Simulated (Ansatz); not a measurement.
## Finding the fault: amorphous Si0.80C0.20 (2418 atoms)

Program: Ansatz 0.2.0. The cell: 1934 Si and 484 C.

input.yaml reads:

```yaml
crystal:
  lattice:
    - [34.6025, 0.0, 0.0]
    - [0.0, 34.6025, 0.0]
    - [0.0, 0.0, 34.6025]
  atoms:
    - { symbol: Si, position: [0.90457, 0.05175, 0.15011] }
    - { symbol: Si, position: [0.93778, 0.47908, 0.56651] }
    - { symbol: Si, position: [0.98049, 0.68156, 0.02954] }
    - { symbol: Si, position: [0.92001, 0.66498, 0.24292] }
    - { symbol: Si, position: [0.90846, 0.45354, 0.66253] }
    - { symbol: Si, position: [0.43771, 0.58782, 0.49916] }
    - { symbol: Si, position: [0.28702, 0.21932, 0.88247] }
    - { symbol: Si, position: [0.27375, 0.86033, 0.24205] }
    - { symbol: Si, position: [0.62204, 0.46887, 0.09178] }
    - { symbol: Si, position: [0.0368, 0.20253, 0.33462] }
    - { symbol: Si, position: [0.15598, 0.45555, 0.16361] }
    - { symbol: Si, position: [0.83624, 0.67066, 0.09933] }
    - { symbol: Si, position: [0.94315, 0.98455, 0.03852] }
    - { symbol: Si, position: [0.04496, 0.4698, 0.50637] }
    - { symbol: Si, position: [0.898, 0.4869, 0.90433] }
    - { symbol: Si, position: [0.39129, 0.94759, 0.64213] }
    - { symbol: Si, position: [0.08839, 0.59246, 0.0485] }
    - { symbol: Si, position: [0.65326, 0.66548, 0.43165] }
    [... 2394 atom lines left out ...]
    - { symbol: C, position: [0.47786, 0.23133, 0.95001] }
    - { symbol: C, position: [0.85571, 0.74003, 0.18025] }
    - { symbol: C, position: [0.50312, 0.02653, 0.91428] }
    - { symbol: C, position: [0.12864, 0.40831, 0.24398] }
    - { symbol: C, position: [0.04347, 0.97106, 0.52873] }
    - { symbol: C, position: [0.53877, 0.96167, 0.19561] }
kpoints:
  mp_grid: { grid: [1, 1, 1] }
hamiltonian:
  xc: pbe
scf:
  occupations: { method: fermi_dirac, width: 0.05 }
  eigensolver: { kind: { support_functions: { accuracy: fast } } }
  mixing: { beta: 0.2 }
  max_iter: 100
output:
  forces: true
```

On the command line:

```sh
$ ansatz run input.yaml --threads 32 --pin off --max-ram 92160MiB --backend cuda --events-out ev --progress --plain --runs-dir out --max-vram 78GiB
```

The log of the run:

```text
Error: YAML parse error: error: line 2431 column 47: unknown variant `fast`, expected one of low, medium, high
    --> <input>:2431:47
     |
2429 | scf:
2430 |   occupations: { method: fermi_dirac, width: 0.05 }
2431 |   eigensolver: { kind: { support_functions: { accuracy: fast } } }
     |                                               ^ unknown variant `fast`, expected one of low, medium, high
2432 |   mixing: { beta: 0.2 }
2433 |   max_iter: 100
     |
```

The job ended after 0.05 s (32 threads of Arm Neoverse V2, shared host; peak memory 0.018 GiB).

Q: Name the fault and the fix.

An unknown accuracy word: support_functions = {"accuracy": "fast"}.

The fix is to type low, medium or high.

The program refused it before any cycle.

[Logs are printed without paths, hosts, clocks, repeated set-up lines and the standing remarks that a program may print on its own settings, such as how far it seeks lower states.]

[Hosts, paths, dates, database ids (printed as entryN), source tags and the programs' standing remarks are cut or masked in the printed files.]
